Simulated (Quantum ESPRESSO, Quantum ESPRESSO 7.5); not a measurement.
# W(100), 5 layers against a metal electrode, stepped through the charge of the slab

Aim: how the results for W(100), 5 layers against a metal electrode change with the charge of the slab.

Main program and level: Quantum ESPRESSO 7.5; plane-wave DFT, PBE, GBRV ultrasoft pseudopotentials.

### Step 1. The starting structure

Symmetry: Im-3m, No. 229, cubic system. Conventional cell: a = 3.160 Å, b = 3.160 Å, c = 3.160 Å, α = 90.00°, β = 90.00°, γ = 90.00°. W has 8 W at 2.74 Å nearest.

As a file:

```cif
data_structure
_symmetry_space_group_name_H-M 'Im-3m'
_symmetry_Int_Tables_number 229
_cell_length_a 3.1600
_cell_length_b 3.1600
_cell_length_c 3.1600
_cell_angle_alpha 90.000
_cell_angle_beta 90.000
_cell_angle_gamma 90.000
_cell_volume 31.55
loop_
_atom_site_label
_atom_site_type_symbol
_atom_site_symmetry_multiplicity
_atom_site_Wyckoff_symbol
_atom_site_fract_x
_atom_site_fract_y
_atom_site_fract_z
_atom_site_occupancy
W1 W 2 a 0.00000 0.00000 0.00000 1
```

Set-up: The slab is relaxed neutral, then held. ESM with bc3: vacuum below and a metal electrode about 6 Å above the top atoms. Cold smearing of 0.02 Ry. Charges are set per cell from the starting area. The slabs take the lattice constants of the bulk relaxed by the same program.

Members 2, 3, 4.5, 6, 7 and 8 took the same steps and show in the table alone.

### Step 2. Variable-cell relaxation of the reference

The bulk crystal is relaxed in cell and atoms; the members are built on its lattice constants.

Contents of ref.vc.in:

```
&control
  prefix = 'ref.vc'
  outdir = './out'
  pseudo_dir = './pseudo'
  nstep = 40
  forc_conv_thr = 0.0003
  calculation = 'vc-relax'
/
&system
  ibrav = 0
  nat = 1
  ntyp = 1
  ecutwfc = 50
  ecutrho = 250
  occupations = 'smearing'
  smearing = 'mv'
  degauss = 0.02
/
&electrons
  conv_thr = 1e-09
  mixing_beta = 0.4
  electron_maxstep = 120
/
&ions
/
&cell
  press_conv_thr = 0.3
/
ATOMIC_SPECIES
  W   183.8400  w_pbe_v1.2.uspp.F.UPF
CELL_PARAMETERS angstrom
  -1.58000000000000 1.58000000000000 1.58000000000000
  1.58000000000000 -1.58000000000000 1.58000000000000
  1.58000000000000 1.58000000000000 -1.58000000000000
ATOMIC_POSITIONS crystal
  W   0.000000000000 0.000000000000 0.000000000000
K_POINTS automatic
  18 18 18 0 0 0
```

Command:

```console
> OMP_NUM_THREADS=1 mpirun -n 4 pw.x -nk 4 -in ref.vc.in > ref.vc.out
```

The program printed:

```text
Program PWSCF v.7.5 starts
[citation notice left out]

     Parallel version (MPI & OpenMP), running on       4 processor cores
     Number of MPI processes:                 4
     Threads/MPI process:                     1

     MPI processes distributed on     1 nodes
[...]
Current dimensions of program PWSCF are:
     Max number of different atomic species (ntypx) = 10
     Max number of k-points (npk) =  40000
     Max angular momentum in pseudopotentials (lmaxx) =  4
     Message from routine setup:
     using ibrav=0 with symmetry is DISCOURAGED, use correct ibrav instead

     K-points division:     npool     =       4
     Subspace diagonalization in iterative solution of the eigenvalue problem:
     a serial algorithm will be used

     G-vector sticks info
     --------------------
     sticks:   dense  smooth     PW     G-vecs:    dense   smooth      PW
     Sum         487     399    159                 7011     5089    1253

     Using Slab Decomposition

     bravais-lattice index     =            0
     lattice parameter (alat)  =       5.1715  a.u.
     unit-cell volume          =     106.4701 (a.u.)^3
     number of atoms/cell      =            1
     number of atomic types    =            1
     number of electrons       =        14.00
     number of Kohn-Sham states=           11
     kinetic-energy cutoff     =      50.0000  Ry
     charge density cutoff     =     250.0000  Ry
     scf convergence threshold =      1.0E-09
     mixing beta               =       0.4000
     number of iterations used =            8  plain     mixing
     energy convergence thresh.=      1.0E-04
     force convergence thresh. =      3.0E-04
     press convergence thresh. =      3.0E-01
     Exchange-correlation= SLA  PW   PBE  PBE
                           (   1   4   3   4   0   0   0)
     nstep                     =           40

     celldm(1)=   5.171501  celldm(2)=   0.000000  celldm(3)=   0.000000
     celldm(4)=   0.000000  celldm(5)=   0.000000  celldm(6)=   0.000000

     crystal axes: (cart. coord. in units of alat)
               a(1) = (  -0.577350   0.577350   0.577350 )
               a(2) = (   0.577350  -0.577350   0.577350 )
               a(3) = (   0.577350   0.577350  -0.577350 )

     reciprocal axes: (cart. coord. in units 2 pi/alat)
               b(1) = ( -0.000000  0.866025  0.866025 )
               b(2) = (  0.866025 -0.000000  0.866025 )
               b(3) = (  0.866025  0.866025  0.000000 )

     PseudoPot. # 1 for W  read from file:
     ./pseudo/w_pbe_v1.2.uspp.F.UPF
     Pseudo is Ultrasoft + core correction, Zval = 14.0
     Generated by new atomic code, or converted to UPF format
     Using radial grid of  923 points,  8 beta functions with:
                l(1) =   0
                l(2) =   0
                l(3) =   0
                l(4) =   1
                l(5) =   1
                l(6) =   2
                l(7) =   2
                l(8) =   3
     Q(r) pseudized with  6 coefficients,  rinner =    1.350   1.350   1.350
                                                       1.350   1.350   1.350
                                                       1.350

     atomic species   valence    mass     pseudopotential
     W                14.00   183.84000     W ( 1.00)

     48 Sym. Ops., with inversion, found

   Cartesian axes

     site n.     atom                  positions (alat units)
         1        W      tau(   1) = (   0.0000000   0.0000000   0.0000000  )

     number of k points=   195  Marzari-Vanderbilt smearing, width (Ry)=  0.0200

     Number of k-points >= 100: set verbosity='high' to print them.

     Dense  grid:     7011 G-vectors     FFT dimensions: (  25,  25,  25)

     Smooth grid:     5089 G-vectors     FFT dimensions: (  24,  24,  24)

     Estimated max dynamical RAM per process >      26.53 MB

     Estimated total dynamical RAM >     100.97 MB

     Initial potential from superposition of free atoms

     starting charge      13.8997, renormalised to      14.0000

     negative rho (up, down):  5.992E-02 0.000E+00
     Starting wfcs are   13 randomized atomic wfcs

     total cpu time spent up to now is        0.8 secs

     per-process dynamical memory:    21.6 Mb

     Self-consistent Calculation

     iteration #  1     ecut=    50.00 Ry     beta= 0.40
     Davidson diagonalization with overlap
     ethr =  1.00E-02,  avg # of iterations =  2.9

     Threshold (ethr) on eigenvalues was too large:
     Diagonalizing with lowered threshold

     Davidson diagonalization with overlap
     ethr =  3.71E-04,  avg # of iterations =  1.3

     negative rho (up, down):  6.103E-02 0.000E+00

     total cpu time spent up to now is        2.0 secs

     total energy              =    -159.14020895 Ry
     estimated scf accuracy    <       0.05476561 Ry

     iteration #  2     ecut=    50.00 Ry     beta= 0.40
[...]
negative rho (up, down):  6.264E-02 0.000E+00

[...]
total energy              =    -159.14044690 Ry
     estimated scf accuracy    <       0.00829961 Ry

     iteration #  3     ecut=    50.00 Ry     beta= 0.40
[...]
negative rho (up, down):  6.388E-02 0.000E+00

[...]
total energy              =    -159.14176880 Ry
     estimated scf accuracy    <       0.00040181 Ry

     iteration #  4     ecut=    50.00 Ry     beta= 0.40
[...]
negative rho (up, down):  6.379E-02 0.000E+00

[...]
total energy              =    -159.14179289 Ry
     estimated scf accuracy    <       0.00002002 Ry

     iteration #  5     ecut=    50.00 Ry     beta= 0.40
[...]
negative rho (up, down):  6.373E-02 0.000E+00

[...]
total energy              =    -159.14179807 Ry
     estimated scf accuracy    <       0.00000023 Ry

     iteration #  6     ecut=    50.00 Ry     beta= 0.40
[...]
negative rho (up, down):  6.356E-02 0.000E+00

[...]
total energy              =    -159.14179816 Ry
     estimated scf accuracy    <       0.00000012 Ry

     iteration #  7     ecut=    50.00 Ry     beta= 0.40
[...]
negative rho (up, down):  6.357E-02 0.000E+00

[...]
total energy              =    -159.14179815 Ry
     estimated scf accuracy    <       0.00000007 Ry

     iteration #  8     ecut=    50.00 Ry     beta= 0.40
[...]
negative rho (up, down):  6.358E-02 0.000E+00

[...]
one-electron contribution =     -15.92230046 Ry
     hartree contribution      =      16.06766203 Ry
     xc contribution           =     -41.22057299 Ry
     ewald contribution        =    -118.06650443 Ry

     convergence has been achieved in   4 iterations

     negative rho (up, down):  6.417E-02 0.000E+00

     Forces acting on atoms (cartesian axes, Ry/au):

     atom    1 type  1   force =     0.00000000    0.00000000    0.00000000

     Total force =     0.000000     Total SCF correction =     0.000000

     Computing stress (Cartesian axis) and pressure

     negative rho (up, down):  6.417E-02 0.000E+00
          total   stress  (Ry/bohr**3)                   (kbar)     P=      -42.68
  -0.00029012   0.00000000   0.00000000          -42.68        0.00        0.00
   0.00000000  -0.00029012   0.00000000            0.00      -42.68        0.00
   0.00000000   0.00000000  -0.00029012            0.00        0.00      -42.68

     Energy error            =      3.0E-04 Ry
     Gradient error          =      0.0E+00 Ry/Bohr
     Cell gradient error     =      4.3E+01 kbar

     number of scf cycles    =   2
     number of bfgs steps    =   1

     enthalpy           old  =    -159.1417981507 Ry
     enthalpy           new  =    -159.1420936273 Ry

     CASE: enthalpy          _new < enthalpy          _old

     new trust radius        =       0.0094288146 bohr
     new conv_thr            =            1.0E-11 Ry

     new unit-cell volume =    108.77395 a.u.^3 (    16.11864 Ang^3 )
     density =     18.93916 g/cm^3

CELL_PARAMETERS (angstrom)
  -1.591314812   1.591314812   1.591314812
   1.591314812  -1.591314812   1.591314812
   1.591314812   1.591314812  -1.591314812

ATOMIC_POSITIONS (crystal)
W                0.0000000000        0.0000000000        0.0000000000

[...]
NEW-OLD atomic charge density approx. for the potential
     New effective cutoffs (rho, wfc):  244.48   49.29

     negative rho (up, down):  6.395E-02 0.000E+00

     total cpu time spent up to now is        9.5 secs

     per-process dynamical memory:    34.0 Mb

     Self-consistent Calculation

     iteration #  1     ecut=    50.00 Ry     beta= 0.40
     Davidson diagonalization with overlap
     ethr =  1.00E-06,  avg # of iterations =  4.0

     Threshold (ethr) on eigenvalues was too large:
     Diagonalizing with lowered threshold

     Davidson diagonalization with overlap
     ethr =  5.27E-08,  avg # of iterations =  1.2

     negative rho (up, down):  6.396E-02 0.000E+00

     total cpu time spent up to now is       10.6 secs

     total energy              =    -159.14231727 Ry
     estimated scf accuracy    <       0.00000712 Ry

[...]
iteration #  6     ecut=    50.00 Ry     beta= 0.40
[...]
negative rho (up, down):  6.395E-02 0.000E+00

[...]
End of self-consistent calculation

     Number of k-points >= 100: set verbosity='high' to print the bands.

     the Fermi energy is    22.2692 ev

!    total energy              =    -159.14231762 Ry
     estimated scf accuracy    <          9.7E-13 Ry
     smearing contrib. (-TS)   =      -0.00035755 Ry
     internal energy E=F+TS    =    -159.14196007 Ry

     The total energy is F=E-TS. E is the sum of the following terms:
     one-electron contribution =     -15.18366987 Ry
     hartree contribution      =      15.88104193 Ry
     xc contribution           =     -41.24033435 Ry
     ewald contribution        =    -118.59899778 Ry

     convergence has been achieved in   6 iterations

     negative rho (up, down):  6.395E-02 0.000E+00

     Forces acting on atoms (cartesian axes, Ry/au):

     atom    1 type  1   force =     0.00000000    0.00000000    0.00000000

     Total force =     0.000000     Total SCF correction =     0.000000

     Computing stress (Cartesian axis) and pressure

     negative rho (up, down):  6.395E-02 0.000E+00
          total   stress  (Ry/bohr**3)                   (kbar)     P=       -1.40
  -0.00000948   0.00000000   0.00000000           -1.40        0.00        0.00
   0.00000000  -0.00000948   0.00000000            0.00       -1.40        0.00
   0.00000000   0.00000000  -0.00000948            0.00        0.00       -1.40

     Energy error            =      2.2E-04 Ry
     Gradient error          =      0.0E+00 Ry/Bohr
     Cell gradient error     =      1.4E+00 kbar

     number of scf cycles    =   3
     number of bfgs steps    =   2

     enthalpy           old  =    -159.1420936273 Ry
     enthalpy           new  =    -159.1423176195 Ry

     CASE: enthalpy          _new < enthalpy          _old

     new trust radius        =       0.0003150174 bohr
     new conv_thr            =            1.0E-11 Ry

     new unit-cell volume =    108.72468 a.u.^3 (    16.11133 Ang^3 )
     density =     18.94775 g/cm^3

CELL_PARAMETERS (angstrom)
  -1.591074488   1.591074488   1.591074488
   1.591074488  -1.591074488   1.591074488
   1.591074488   1.591074488  -1.591074488

ATOMIC_POSITIONS (crystal)
W                0.0000000000        0.0000000000        0.0000000000

[...]
NEW-OLD atomic charge density approx. for the potential
     New effective cutoffs (rho, wfc):  244.55   49.30

     negative rho (up, down):  6.395E-02 0.000E+00

     total cpu time spent up to now is       13.6 secs

     per-process dynamical memory:    34.0 Mb

[...]
!    total energy              =    -159.14231785 Ry
[...]
Total force =     0.000000     Total SCF correction =     0.000000
[...]
Self-consistent Calculation

     iteration #  1     ecut=    50.00 Ry     beta= 0.40
     Davidson diagonalization with overlap
     c_bands:  1 eigenvalues not converged
     ethr =  1.00E-06,  avg # of iterations =  9.7

     negative rho (up, down):  6.290E-02 0.000E+00

     total cpu time spent up to now is       18.2 secs

     total energy              =    -159.14011622 Ry
     estimated scf accuracy    <       0.05829324 Ry

[...]
iteration # 11     ecut=    50.00 Ry     beta= 0.40
[...]
negative rho (up, down):  6.628E-02 0.000E+00

[...]
End of self-consistent calculation

     Number of k-points >= 100: set verbosity='high' to print the bands.

     the Fermi energy is    22.2806 ev

!    total energy              =    -159.14242300 Ry
     estimated scf accuracy    <          5.1E-12 Ry
     smearing contrib. (-TS)   =      -0.00035692 Ry
     internal energy E=F+TS    =    -159.14206608 Ry

     The total energy is F=E-TS. E is the sum of the following terms:
     one-electron contribution =     -15.15918726 Ry
     hartree contribution      =      15.87502844 Ry
     xc contribution           =     -41.24099565 Ry
     ewald contribution        =    -118.61691162 Ry

     convergence has been achieved in  11 iterations

     negative rho (up, down):  6.628E-02 0.000E+00

     Forces acting on atoms (cartesian axes, Ry/au):

     atom    1 type  1   force =     0.00000000    0.00000000    0.00000000

     Total force =     0.000000     Total SCF correction =     0.000000

     Computing stress (Cartesian axis) and pressure

     negative rho (up, down):  6.628E-02 0.000E+00
          total   stress  (Ry/bohr**3)                   (kbar)     P=        1.41
   0.00000956  -0.00000000  -0.00000000            1.41       -0.00       -0.00
  -0.00000000   0.00000956  -0.00000000           -0.00        1.41       -0.00
  -0.00000000  -0.00000000   0.00000956           -0.00       -0.00        1.41

[...]
=------------------------------------------------------------------------------=
   JOB DONE.
=------------------------------------------------------------------------------=
```

Run time: 25 s. Hardware: 4 MPI ranks of Arm Neoverse V1, shared host; peak memory 0.27 GiB.

Step by step:

```tsv
step	energy less that of the first step (eV)	largest force (eV/Å)	volume (Å³)
1	0.0000	0.0000	15.78
2	-0.0040	0.0000	16.34
3	-0.0071	0.0000	16.12
4	-0.0071	0.0000	16.11
5	-0.0085	0.0000	16.11
```

```tsv
conventional cell, symmetrised	before	after	change
a (Å)	3.160	3.182	+0.7 %
b (Å)	3.160	3.182	+0.7 %
c (Å)	3.160	3.182	+0.7 %
volume (Å³/atom)	15.78	16.11	+2.1 %
```

The relaxed structure:

```cif
data_structure
_symmetry_space_group_name_H-M 'P 1'
_symmetry_Int_Tables_number 1
_cell_length_a 2.7558
_cell_length_b 2.7558
_cell_length_c 2.7558
_cell_angle_alpha 109.471
_cell_angle_beta 109.471
_cell_angle_gamma 109.471
_cell_volume 16.11
loop_
_atom_site_label
_atom_site_type_symbol
_atom_site_fract_x
_atom_site_fract_y
_atom_site_fract_z
_atom_site_occupancy
W1 W 0.00000 0.00000 0.00000 1
```

 The last row is no step: it is a fresh SCF in the final cell with a new plane-wave basis, -1 meV from the row before.

Read from the output:

| Quantity | Value |
| --- | --- |
| free energy | -2165.2430 eV |
| Fermi energy | 22.28 eV |

[end of part 1 of 4]

[Logs are printed without paths, hosts, clocks, repeated set-up lines and the standing remarks that a program may print on its own settings, such as how far it seeks lower states.]

[Hosts, paths, dates, database ids (printed as entryN), source tags and the programs' standing remarks are cut or masked in the printed files.]

[Maps of the electrostatic potential energy from Ansatz leave out the sawtooth potential of an applied field or a dipole correction, so their vacuum need not be flat; planar profiles and work functions include it.]
